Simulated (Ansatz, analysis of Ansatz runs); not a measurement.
**How often does S try the jump in La2PbS4 (I-42d)?**

Aim: the prefactor of a hop in La2PbS4 (I-42d) (V_S hop (3.4 Å), charge 0) from the modes of the moving atom at the start and at the top of a path found beforehand. Model: a cell of 56 host atoms with 1 S taken out.

Calculated with Ansatz 0.2.0; plane-wave PAW DFT, PBEsol; finite-difference force constants of the moving atom alone.

### 1. Starting point

The cell holds 55 atoms: 16 La, 8 Pb and 31 S. Its edges and angles: a = 12.256 Å, b = 12.256 Å, c = 12.285 Å, α = 59.9°, β = 59.9°, γ = 60.2°. It derives from La2PbS4 (space group I-42d). Nearest the centre at fractional (0.225, 0.401, 0.523): S44 at 1.69 Å, Pb17 at 2.20 Å, Pb22 at 2.54 Å, La2 at 2.60 Å, S30 at 3.60 Å, S52 at 3.64 Å, La16 at 3.69 Å, La9 at 3.76 Å.

The cell's shortest repeat is 12.3 Å.

### 2. Vibrations of the moving atom at the start point

Harmonic transition-state theory takes the prefactor from the modes at the minimum and at the top. Only the moving atom is displaced, by 0.02 Å, which takes six displaced runs and a reference; the host's atoms are held.

q0.start.modes/input.yaml

```yaml
crystal:
  lattice:
    - [0.0, 8.68700356, 8.64614061]
    - [8.68700356, 0.0, 8.64614061]
    - [8.68700356, 8.68700356, 0.0]
  atoms:
    - { symbol: La, position: [0.11726514, 0.00158804, 0.13195562] }
    - { symbol: La, position: [0.36833242, 0.24780839, 0.37821203] }
    - { symbol: La, position: [0.61667006, 0.50418769, 0.629144] }
    - { symbol: La, position: [0.86861052, 0.7544398, 0.8811205] }
    - { symbol: La, position: [0.00572, 0.1205502, 0.74570142] }
    - { symbol: La, position: [0.25479824, 0.36896224, 0.99437059] }
    - { symbol: La, position: [0.50435542, 0.6225563, 0.2466003] }
    - { symbol: La, position: [0.76435096, 0.86275148, 0.48970324] }
    - { symbol: La, position: [0.23979984, 0.63757841, 0.622218] }
    - { symbol: La, position: [0.49396446, 0.88181542, 0.86914418] }
    - { symbol: La, position: [0.7420892, 0.13426302, 0.12062672] }
    - { symbol: La, position: [0.99520013, 0.38420464, 0.37010535] }
    - { symbol: La, position: [0.13212572, 0.74037884, 0.01152711] }
    - { symbol: La, position: [0.38035478, 0.99547405, 0.25233899] }
    - { symbol: La, position: [0.64227855, 0.23378216, 0.50622665] }
    - { symbol: La, position: [0.88066218, 0.49479043, 0.75318991] }
    - { symbol: Pb, position: [0.16029562, 0.60473157, 0.38673667] }
    - { symbol: Pb, position: [0.37713205, 0.87383961, 0.62572312] }
    - { symbol: Pb, position: [0.62881609, 0.12439174, 0.87331169] }
    - { symbol: Pb, position: [0.87639825, 0.3772256, 0.12459511] }
    - { symbol: Pb, position: [0.00383205, -0.00029277, 0.49911524] }
    - { symbol: Pb, position: [0.24940668, 0.24772011, 0.75120613] }
    - { symbol: Pb, position: [0.49936838, 0.50124349, 0.0010385] }
    - { symbol: Pb, position: [0.75035861, 0.75127069, 0.25048533] }
    - { symbol: S, position: [0.22019975, 0.97052034, 0.85651863] }
    - { symbol: S, position: [0.47192241, 0.22236804, 0.10379436] }
    - { symbol: S, position: [0.71996404, 0.47057121, 0.35663596] }
    - { symbol: S, position: [0.97466285, 0.72088671, 0.60427839] }
    - { symbol: S, position: [0.23058993, 0.82859627, 0.34593209] }
    - { symbol: S, position: [0.47858441, 0.08130459, 0.59485349] }
    - { symbol: S, position: [0.73024384, 0.32722312, 0.84373135] }
    - { symbol: S, position: [0.98007008, 0.57661459, 0.09728376] }
    - { symbol: S, position: [0.0723031, 0.48221246, 0.85045729] }
    - { symbol: S, position: [0.32619584, 0.73039701, 0.09950715] }
    - { symbol: S, position: [0.57361374, 0.98025942, 0.35018183] }
    - { symbol: S, position: [0.82649993, 0.2294683, 0.59886551] }
    - { symbol: S, position: [0.09683734, 0.84482637, 0.73621096] }
    - { symbol: S, position: [0.34452748, 0.09992299, 0.97793794] }
    - { symbol: S, position: [0.58114172, 0.35117669, 0.24940501] }
    - { symbol: S, position: [0.83864992, 0.5967985, 0.48022913] }
    - { symbol: S, position: [0.10393259, 0.20224523, 0.223314] }
    - { symbol: S, position: [0.60531098, 0.70171249, 0.72367705] }
    - { symbol: S, position: [0.84461543, 0.95933456, 0.96926239] }
    - { symbol: S, position: [0.09749481, 0.35058769, 0.5715543] }
    - { symbol: S, position: [0.34720901, 0.59454502, 0.82719157] }
    - { symbol: S, position: [0.59239977, 0.84873284, 0.07229289] }
    - { symbol: S, position: [0.84783972, 0.09586158, 0.3233135] }
    - { symbol: S, position: [0.19778456, 0.10268088, 0.47161767] }
    - { symbol: S, position: [0.43856043, 0.37115007, 0.69423237] }
    - { symbol: S, position: [0.70042173, 0.60319686, 0.97213295] }
    - { symbol: S, position: [0.94054299, 0.86781781, 0.20918635] }
    - { symbol: S, position: [0.22725401, 0.46619925, 0.19901191] }
    - { symbol: S, position: [0.47203815, 0.7202941, 0.44957274] }
    - { symbol: S, position: [0.72585633, 0.96592325, 0.70051646] }
    - { symbol: S, position: [0.97199994, 0.21997389, 0.9499241] }
  symmetry: { detect: false }
basis:
  ecutwfc: 420
  xc_grid: 2
hamiltonian:
  xc: pbesol
kpoints:
  mp_grid: { grid: [1, 1, 1], shift: [0.25, 0.25, 0.25] }
scf:
  occupations: { method: fixed }
  max_iter: 120
phonons:
  supercell: [1, 1, 1]
  displaced_sites: [43]
  amplitude: 0.02
```

Run with:

```
> ansatz run input.yaml --threads 32 --pin off --max-ram 84787MiB --backend cuda --events-out ev --progress --plain --runs-dir out --max-vram 78GiB
```

Numbers of over 12 decimals in the logs are rounded to 6 here.

The log of the run:

```text
Engine: ansatz 0.2.0, aarch64-unknown-linux-gnu
[...]
Pseudopotential: La, paw, valence charge 11, recommended cutoff 420 eV (normal), La.paw.azcp
Pseudopotential: Pb, paw, valence charge 14, recommended cutoff 420 eV (normal), Pb.paw.azcp
Pseudopotential: S, paw, valence charge 6, recommended cutoff 420 eV (normal), S.paw.azcp
Functional definition: PBEsol
[...]
Crystal: 55 atoms, lattice volume = 1304.945 Å³
Basis set: ecut = 420 eV, 25557 PW (Γ), exchange–correlation on 180×180×180 points (8 copies of the dense FFT grid, shifted against one another)
Bands: 292, of which v1, the nominal top of the filled ones, is band 237 counted from 1 (236 counted from 0)
[...]
k-points: 1
[...]
Functional: x = pbesol(κ = 0.804, μ = 0.123457), c = pbesol(β = 0.046)
SCF iter   1: F=—  HF=-220146.996451 eV  |F-HF|=—  |Δ(HF+E_count)|=         —  Δρ=6.39e-3  dr2=1.37e0  ethr=1.77e-3  ⟨swp⟩=6.0  Hψ=1104  notcnv=0  defer=48
[...]
SCF iter   2: F=—  HF=-220146.720941 eV  |F-HF|=—  |Δ(HF+E_count)|=   2.76e-1  Δρ=2.69e-3  dr2=1.59e-1  ethr=2.89e-4  ⟨swp⟩=4.0  Hψ=444  notcnv=0  defer=53
[...]
SCF 1 converged in 11 iterations: F = -220146.692376 eV  dr2 = 6.60e-10
[...]
SCF iter   2: F=—  HF=-220146.690065 eV  |F-HF|=—  |Δ(HF+E_count)|=   1.19e-4  Δρ=7.91e-5  dr2=1.08e-4  ethr=5.16e-8  ⟨swp⟩=2.0  Hψ=481  notcnv=0  defer=53
[...]
SCF iter   8: F=-220146.691180 eV  HF=-220146.691180 eV  |F-HF|=1.16e-10  |Δ(HF+E_count)|=    0.00e0  Δρ=4.87e-8  dr2=7.28e-11  ethr=1.00e-12  ⟨swp⟩=4.0  Hψ=1068  notcnv=0
SCF 2 converged in 8 iterations: F = -220146.691180 eV  dr2 = 7.28e-11
[...]
SCF 7 converged in 5 iterations: F = -220146.691340 eV  dr2 = 8.76e-11
SCF converged after 11 iterations
[...]
--- Band table (eV) ---
[...]
--- Phonons: 6 displaced members + reference (amplitude 0.02 Å, Σ member SCF iterations 40) ---
  symmetry images taken by strict's conditions (phonons.symmetry_images: auto; settled by no image being taken that strict refuses)
  force constants formed among 1 of 55 sites (S 43); the other 54 at rest. The modes move the named sites alone.
  the frequencies, the zero-point energy and the sums are of the block with the acoustic sum rule laid on its rows. Row sums over every site: 1.2e-4 eV/Å² at the most
  transpose residual: 1.0e-3 eV/Å²
  largest component of a force at the reference: 4.9e-3 eV/Å on a named site, 1.9e-2 eV/Å on a site at rest
  frequencies among the named sites at Γ of the cell (cm⁻¹): 174.22 207.61 222.71
  unstable modes among the named sites: 0
  frequencies as built, with no sum rule (cm⁻¹): 174.22 207.61 222.71
  zero-point energy: 0.037477 eV/cell   skipped modes (ω ≤ 0): 0
  not written: the harmonic force-constant file, the file of eigenvectors (these modes' are written with the force constants), the density of states and the dispersion, which are of every site
[...]
```

The job ended after 3.6 s (1 × NVIDIA GB200 with 32 threads of Arm Neoverse V2, shared host; peak memory 2.2 GiB).

This step gave:

```
free energy                : -220146.6924 eV
frequencies of moving atom : 174.2, 207.6, 222.7 cm⁻¹ (negative: imaginary)
```

The three modes are 174, 208 and 223 cm⁻¹: all real, a minimum for this atom with the others held.

### 3. Vibrations of the moving atom at the top of the path

The same at the top, where the mode along the path should be imaginary.

q0.top.modes/input.yaml

```yaml
crystal:
  lattice:
    - [0.0, 8.68700356, 8.64614061]
    - [8.68700356, 0.0, 8.64614061]
    - [8.68700356, 8.68700356, 0.0]
  atoms:
    - { symbol: La, position: [0.11881744, 0.00608135, 0.12975607] }
    - { symbol: La, position: [0.37395613, 0.25231067, 0.3751769] }
[... 6 atom lines left out ...]
    - { symbol: La, position: [0.23898248, 0.62298687, 0.61789623] }
[... 6 atom lines left out ...]
    - { symbol: La, position: [0.89961275, 0.48912094, 0.74678191] }
    - { symbol: Pb, position: [0.13169973, 0.64581154, 0.35448821] }
[... 4 atom lines left out ...]
    - { symbol: Pb, position: [0.24285384, 0.22711163, 0.76885921] }
[... 5 atom lines left out ...]
    - { symbol: S, position: [0.96850108, 0.72949916, 0.60541427] }
[... 1 atom line left out ...]
    - { symbol: S, position: [0.48377013, 0.07638877, 0.59298584] }
[... 2 atom lines left out ...]
    - { symbol: S, position: [0.07369196, 0.47760935, 0.85513353] }
[... 5 atom lines left out ...]
    - { symbol: S, position: [0.5849702, 0.355777, 0.2467507] }
[... 4 atom lines left out ...]
    - { symbol: S, position: [0.20798072, 0.41810882, 0.54220144] }
[... 3 atom lines left out ...]
    - { symbol: S, position: [0.18662359, 0.12588014, 0.47959877] }
[... 3 atom lines left out ...]
    - { symbol: S, position: [0.21991911, 0.4703148, 0.20236525] }
[... 2 atom lines left out ...]
    - { symbol: S, position: [0.96575021, 0.22070644, 0.95613563] }
  symmetry: { detect: false }
basis:
  ecutwfc: 420
  xc_grid: 2
hamiltonian:
  xc: pbesol
kpoints:
  mp_grid: { grid: [1, 1, 1], shift: [0.25, 0.25, 0.25] }
scf:
  occupations: { method: fixed }
  max_iter: 120
phonons:
  supercell: [1, 1, 1]
  displaced_sites: [43]
  amplitude: 0.02
```

The log of the run:

```text
[...]
Crystal: 55 atoms, lattice volume = 1304.945 Å³
Basis set: ecut = 420 eV, 25557 PW (Γ), exchange–correlation on 180×180×180 points (8 copies of the dense FFT grid, shifted against one another)
Bands: 292, of which v1, the nominal top of the filled ones, is band 237 counted from 1 (236 counted from 0)
[...]
k-points: 1
[...]
SCF iter   1: F=—  HF=-220145.560367 eV  |F-HF|=—  |Δ(HF+E_count)|=         —  Δρ=7.02e-3  dr2=1.61e0  ethr=1.77e-3  ⟨swp⟩=6.0  Hψ=1112  notcnv=0  defer=52
[...]
SCF iter   2: F=—  HF=-220145.253710 eV  |F-HF|=—  |Δ(HF+E_count)|=   3.07e-1  Δρ=2.98e-3  dr2=2.10e-1  ethr=3.40e-4  ⟨swp⟩=4.0  Hψ=442  notcnv=0  defer=53
[...]
SCF iter  12: F=-220145.215774 eV  HF=-220145.215774 eV  |F-HF|=2.62e-10  |Δ(HF+E_count)|=  1.46e-10  Δρ=1.11e-7  dr2=5.19e-10  ethr=1.00e-12  ⟨swp⟩=27.0  Hψ=2329  notcnv=0
SCF 1 converged in 12 iterations: F = -220145.215774 eV  dr2 = 5.19e-10
[...]
SCF 2 converged in 9 iterations: F = -220145.214815 eV  dr2 = 8.06e-11
[...]
SCF 9 converged in 9 iterations: F = -220145.215520 eV  dr2 = 1.51e-11
[...]
SCF 14 converged in 9 iterations: F = -220145.215739 eV  dr2 = 1.68e-11
[...]
SCF converged after 12 iterations
[...]
--- Band table (eV) ---
[...]
transpose residual: 1.6e-3 eV/Å²
[...]
frequencies among the named sites at Γ of the cell (cm⁻¹): -98.69 197.57 290.54
  unstable modes among the named sites: 1
  frequencies as built, with no sum rule (cm⁻¹): -98.69 197.57 290.54
  zero-point energy: 0.030259 eV/cell   skipped modes (ω ≤ 0): 1, of them read as no rigid motion or as one in doubt: 1 (1.000e0 modes/cell left out, lowest -98.69 cm⁻¹)
[...]
```

Wall time 8.2 s (1 × NVIDIA GB200 with 32 threads); peak memory 2.2 GiB; 28 s of CPU time.

This step gave:

* free energy: -220145.2158 eV
* frequencies of moving atom: -98.69, 197.6, 290.5 cm⁻¹ (negative: imaginary)

The three modes are 99i, 198 and 291 cm⁻¹: one imaginary, a saddle of first order for this atom with the others held.

### 4. Attempt frequency and hop rate

Analysis of the runs above: harmonic transition-state theory from the moving atom's modes alone (Vineyard), PBEsol.

It gives:

```
attempt frequency : 4.207 THz
```

Hop rate against temperature:

```tsv
temperature (K)	hop rate (1/s)
200	2.6e-25
300	6.6e-13
400	1.0e-6
600	1.66
800	2098
1000	1.5e5
```

### 5. Outcome

- attempt frequency (attempt frequency and hop rate): 4.21 THz

**Reading.** The attempt frequency, the product of the three frequencies at the start over that of the two real ones at the top (Vineyard), is 4.2 THz. With the barrier of 1.48 eV it gives 1.7e+00 hops a second at 600 K along this one path; equivalent neighbouring sites multiply that. The host's atoms were held, though they move along the path too, so the prefactor is rough. Keep in mind: one k-point off the zone centre stands for the whole zone; spin–orbit coupling, which can matter with heavy atoms, is left out.

[Logs are printed without paths, hosts, clocks, repeated set-up lines and the standing remarks that a program may print on its own settings, such as how far it seeks lower states.]

[Hosts, paths, dates, database ids (printed as entryN), source tags and the programs' standing remarks are cut or masked in the printed files.]
